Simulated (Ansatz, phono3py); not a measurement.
# LiH (Fm-3m): solver, mesh and scattering choices in phono3py

Wanted: the sensitivity of κ of LiH to the choices of the transport step.

What experiment has found for this phase:
- thermal conductivity 15 W/m/K near room temperature (given in “Combining the AFLOW GIBBS and Elastic Libraries to efficiently and robustly screen thermo-mechanical properties of solids”, 2017, arXiv:1611.05714)
- thermal conductivity 15 W/m/K near room temperature (given in “Predicting the lattice thermal conductivity of solids by solving the Boltzmann transport equation: AFLOW - AAPL an automated, accurate and efficient framework”, 2017, arXiv:1611.05481)

Calculated with phono3py 4.10.0; DFT LDA, scalar-relativistic, plane waves, PAW; phono3py on Ansatz's force constants.

Most raw output is cut from this account.

The database entry behind the starting cell differs from later determinations by our own check (the deuteride, about 0.2 % short), so it need not match the best structure at ambient conditions.

### Step 1. Set-up

The structure is cubic, space group Fm-3m (No. 225). Conventional cell: a = 3.909 Å, b = 3.909 Å, c = 3.909 Å, α = 90.00°, β = 90.00°, γ = 90.00°. Nearest to Li lie 6 H at 1.95 Å. H has 6 Li at 1.95 Å nearest. Farther neighbours are not listed.

### Step 2. Relaxation-time solution

The base run: each mode relaxes on its own with natural isotopes, and rates are split into normal and umklapp parts.

Contents of phono3py.yaml:

```yaml
phono3py:
  version: "4.10.0"
  frequency_unit_conversion_factor: 15.633302
  symmetry_tolerance: 1.00000e-05

physical_unit:
  atomic_mass: "AMU"
  length: "angstrom"

space_group:
  type: "Fm-3m"
  number: 225
  Hall_symbol: "-F 4 2 3"

primitive_matrix:
- [  1.000000000000000,  0.000000000000000,  0.000000000000000 ]
- [  0.000000000000000,  1.000000000000000,  0.000000000000000 ]
- [  0.000000000000000,  0.000000000000000,  1.000000000000000 ]

supercell_matrix:
- [   4,   0,   0 ]
- [   0,   4,   0 ]
- [   0,   0,   4 ]

# [primitive_cell block left out]
unit_cell:
  lattice:
  - [     0.000000000000000,     1.954463756000000,     1.954463756000000 ] # a
  - [     1.954463756000000,     0.000000000000000,     1.954463756000000 ] # b
  - [     1.954463756000000,     1.954463756000000,     0.000000000000000 ] # c
  points:
  - symbol: Li # 1
    coordinates: [  0.000000000000000,  0.000000000000000,  0.000000000000000 ]
    mass: 6.940000
    reduced_to: 1
  - symbol: H # 2
    coordinates: [  0.500000000000000,  0.500000000000000,  0.500000000000000 ]
    mass: 1.008000
    reduced_to: 2

# [supercell block left out]
phonon_supercell_matrix:
- [   8,   0,   0 ]
- [   0,   8,   0 ]
- [   0,   0,   8 ]

# [phonon_primitive_cell block left out]
# [phonon_supercell block left out]
nac:
  born_effective_charge:
  - # 1 (Li)
    - [  1.024520856244685,  0.000000000000000,  0.000000000000000 ]
    - [  0.000000000000000,  1.024520856244686,  0.000000000000000 ]
    - [  0.000000000000000,  0.000000000000000,  1.024520856244685 ]
  - # 2 (H)
    - [ -1.024520856244685,  0.000000000000000,  0.000000000000000 ]
    - [  0.000000000000000, -1.024520856244686,  0.000000000000000 ]
    - [  0.000000000000000,  0.000000000000000, -1.024520856244685 ]
  dielectric_constant:
    - [  4.980775477389340,  0.000000000000000,  0.000000000000000 ]
    - [  0.000000000000000,  4.980775477389341,  0.000000000000000 ]
    - [  0.000000000000000,  0.000000000000000,  4.980775477389341 ]
  unit_conversion_factor: 14.399645
```

Started as:

```
$ phono3py phono3py.yaml --mesh 27 27 27 --br --isotope --nu --ts 100 150 200 300 400 500
```

Elapsed: 16 min, on 8 threads of Arm Neoverse V1, shared host; peak memory 0.59 GiB; 2.1 h of CPU time.

Numbers from this step:

```yaml
kappa_at_300_k: 29.13 W/m/K
kappa_xx_yy_zz_at_300_k: 29.13, 29.13, 29.13 W/m/K
normal_share_of_three_phonon_scattering_at_300_k: 0.63
```

W/m/K. Kappa, by row:

```csv
T (K),xx,yy,zz,yz,xz,xy
100,125.8,125.8,125.8,0,0,0
150,62.99,62.99,62.99,0,0,0
200,45.08,45.08,45.08,0,0,0
300,29.13,29.13,29.13,0,0,0
400,21.56,21.56,21.56,0,0,0
500,17.23,17.23,17.23,0,0,0
```

Lattice thermal conductivity, xx against temperature:

```csv
temperature (K),"lattice thermal conductivity, xx (W/m/K)"
100,126
150,63.0
200,45.1
300,29.1
400,21.6
500,17.2
```

Table of mean scattering rate at 300 K by frequency:

```csv
frequency (THz),normal (1/ps),umklapp (1/ps)
0.7,0.0406,0.0023
2.1,0.039,0.00816
3.5,0.188,0.0298
4.8,0.356,0.0738
6.2,0.318,0.0836
7.6,0.244,0.0623
9.0,0.203,0.0734
10.4,0.148,0.116
11.8,0.27,0.321
13.2,0.59,0.443
14.5,1.1,0.943
15.9,1.02,1.24
17.3,-,-
18.7,-,-
20.1,2.5,0.547
21.5,4.01,1.43
22.8,6.18,2.91
24.2,3.9,2.61
25.6,1.68,1.85
27.0,0.683,1.14
28.4,0.306,0.464
29.8,2.48,0.873
31.1,7.85,3.21
32.5,15.9,4.6
```

The base value at 300 K is 29.1 W/(m K).

The lattice thermal conductivity, xx is 29.1 W/m/K at 300 K, going as T^-1.1 above 200 K.

### Step 3. Two programs, one set of constants

This step: DFT LDA, scalar-relativistic, plane waves, PAW (Ansatz 0.2.0).

Ansatz's figure includes its coherence part. Comparison, by row:

```csv
T (K),Ansatz RTA (W/m/K),phono3py RTA (W/m/K),difference (%)
100,125.9,125.8,-0.08
150,63.05,62.99,-0.1
200,45.17,45.08,-0.2
300,29.29,29.13,-0.55
400,21.81,21.56,-1.15
500,17.55,17.23,-1.82
```

### Step 4. Another q-mesh, third order supercell 4×4×4, supercell 8×8×8

The q-mesh of the transport sums changes, with the same scattering terms.

This step: DFT LDA, scalar-relativistic, plane waves, PAW; phono3py on Ansatz's force constants (phono3py 4.10.0).

phono3py.yaml is that of step 2.

Started as:

```
$ phono3py phono3py.yaml --mesh 5 5 5 --br --isotope --ts 100 300
```

It took 16 s on 8 threads; peak memory 0.59 GiB; 17 s of CPU time.

This step gave:

```yaml
kappa_at_300_k: 22.34 W/m/K
kappa_xx_yy_zz_at_300_k: 22.34, 22.34, 22.34 W/m/K
```

W/m/K. Kappa, by row:

```csv
T (K),xx,yy,zz,yz,xz,xy
100,33.67,33.67,33.67,0,0,0
300,22.34,22.34,22.34,0,0,0
```

This mesh is too coarse for the transport sums: κ at 300 K comes out at 22.3 against 29.1 W/(m K) in the base run.

### Step 5. Another q-mesh, third order supercell 4×4×4, supercell 8×8×8 (run 2)

phono3py.yaml is that of step 4.

Started as:

```
$ phono3py phono3py.yaml --mesh 9 9 9 --br --isotope --ts 100 300
```

Run time: 18 s. Hardware: 8 threads; peak memory 0.59 GiB; 29 s of CPU time.

κ at 300 K goes from 29.1 in the base run to 25.2 W/(m K).

### Step 6. Another q-mesh, third order supercell 4×4×4, supercell 8×8×8 (run 3)

phono3py.yaml is that of step 5.

Started as:

```
$ phono3py phono3py.yaml --mesh 13 13 13 --br --isotope --ts 100 300
```

Wall time 30 s (8 threads); peak memory 0.59 GiB; 2 min of CPU time.

κ at 300 K goes from 29.1 in the base run to 27.6 W/(m K).

### Step 7. Another q-mesh, third order supercell 4×4×4, supercell 8×8×8 (run 4)

phono3py.yaml is that of step 6.

Started as:

```
$ phono3py phono3py.yaml --mesh 19 19 19 --br --isotope --ts 100 300
```

The job ended after 2.3 min (8 threads; peak memory 0.59 GiB; 16 min of CPU time).

W/m/K. Kappa, by row:

```csv
T (K),xx,yy,zz,yz,xz,xy
100,118.2,118.2,118.2,0,0,0
300,28.87,28.87,28.87,0,0,0
```

κ at 300 K goes from 29.1 in the base run to 28.9 W/(m K).

### Step 8. Mesh convergence

This step: DFT LDA, scalar-relativistic, plane waves, PAW (phono3py 4.10.0).

Series, by row:

```csv
mesh points along each axis,kappa at 100 K (W/m/K),kappa at 300 K (W/m/K),seconds
5,33.67,22.34,16.13
9,73.7,25.23,17.94
13,95.06,27.65,29.84
19,118.2,28.87,138.2
```

### Step 9. Direct solution of the linearised equation, third order supercell 4×4×4, supercell 8×8×8

Solving the linearised equation directly keeps the heat that normal processes pass on between modes; it is dearer, so the mesh may be smaller.

This step: DFT LDA, scalar-relativistic, plane waves, PAW; phono3py on Ansatz's force constants (phono3py 4.10.0).

phono3py.yaml is that of step 7.

Started as:

```
$ phono3py phono3py.yaml --mesh 19 19 19 --lbte --isotope --ts 100 300
```

Wall time 4.9 min (8 threads); peak memory 0.7 GiB; 18 min of CPU time.

This step gave:

```
κ at 300 K            : 31.34 W/m/K
κ xx, yy, zz at 300 K : 31.34, 31.34, 31.34 W/m/K
```

W/m/K. Kappa, by row:

```csv
T (K),xx,yy,zz,yz,xz,xy,RTA mean
100,125.4,125.4,125.4,0,0,0,118.2
300,31.34,31.34,31.34,0,0,0,28.87
```

On this mesh the direct solution gives 31.3 W/(m K) at 300 K, against 28.9 in the relaxation-time approximation.

### Step 10. Two-phonon phase space, third order supercell 4×4×4, supercell 8×8×8

The two-phonon density of states counts the channels open to a mode, without matrix elements.

phono3py.yaml is that of step 9.

Started as:

```
$ phono3py phono3py.yaml --mesh 31 31 31 --jdos --gp 0 --num-freq-points 80
```

Elapsed: 17 s, on 8 threads; peak memory 0.59 GiB.

Joint density of states at Gamma against frequency; read off at these points:

```csv
frequency (THz),absorption class (1/THz),decay class (1/THz)
0.0,0,0
0.8,2.40,1.7e-4
2.5,1.01,0.00207
3.4,2.05,0.00419
4.2,1.40,0.00691
6.8,0.834,0.0202
9.3,0.377,0.0453
11.8,1.57,0.0900
13.5,0.605,0.140
16.1,6.23,0.280
18.6,0.607,0.708
21.1,0.822,0.765
22.8,0.669,0.828
25.3,0.249,0.165
27.9,0.0847,0.281
29.6,0.0349,0.302
32.1,0,0.516
34.6,0,1.36
37.2,0,1.22
38.9,0,1.38
41.4,0,2.56
43.9,0,0.469
45.6,0,0.444
48.1,0,0.285
50.7,0,0.654
53.2,0,0.462
54.9,0,0.352
57.4,0,1.18
60.0,0,0.0684
62.5,0,0.187
64.2,0,0.180
66.7,0,0
```

The most distinct maxima of the joint density of states at Gamma (absorption class) lie at 0.8, 3.4, 11.8 and 16.1 THz, the highest at 16.1 THz.

### Step 11. An input with a fault, third order supercell 4×4×4, supercell 8×8×8

This input was changed on purpose, to see how the program answers.

phono3py.yaml is that of step 10.

Started as:

```
$ phono3py phono3py.yaml --mesh 11 11 11 --br --sigma 0.001 --ts 300
```

The job ended after 21 s (8 threads; peak memory 0.59 GiB).

The run finished. A setting was moved off its sound value on purpose, so it serves as a test and not as the result.

The fault put into the input: a Gaussian far narrower than the mesh, no isotopes, with which κ at 300 K comes out at 2.4e8 W/(m K).

### Step 12. Results

```json
{
  "κ at 300 K, RTA, natural isotopes, mesh 27×27×27": "29.1 W/m/K",
  "κ at 300 K, LBTE, mesh 19×19×19": "31.3 W/m/K"
}
```

On these constants κ of LiH at 300 K is 29.1 W/(m K) in the base run, by relaxation time. The full solution gives 31.3 W/(m K) (phono3py, mesh 19×19×19). On the same constants and mesh Ansatz's figure, which includes its coherence part, and phono3py's, which doesn't, differ by up to 1.8 %; no usable coherence part from phono3py is at hand on this mesh. The last step of the mesh series (13 to 19) moves κ at 300 K by +4.4 %, while the coarsest mesh gives 77 % of the densest value. Normal processes make 63 % of the three-phonon scattering at 300 K, weighting modes by their heat capacity. A measured thermal conductivity near room temperature is 15 W/m/K (arXiv:1611.05714); the calculated 31.3 W/m/K differs by +109 %. The relaxed cell is 12 % smaller in volume than the database cell, which stiffens most phonons and usually raises κ; no run here tested that. Four-phonon, defect and boundary scattering, which are left out, would lower the calculated value; thermal expansion is left out too. The cell of these runs is 12 % smaller in volume than the database cell; frequencies and all that rests on them shift with it.

[Logs are printed without paths, hosts, clocks, repeated set-up lines and the standing remarks that a program may print on its own settings, such as how far it seeks lower states.]

[Hosts, paths, dates, database ids (printed as entryN), source tags and the programs' standing remarks are cut or masked in the printed files.]

[A step with changed settings may run another functional than the one named; its input shows which.]
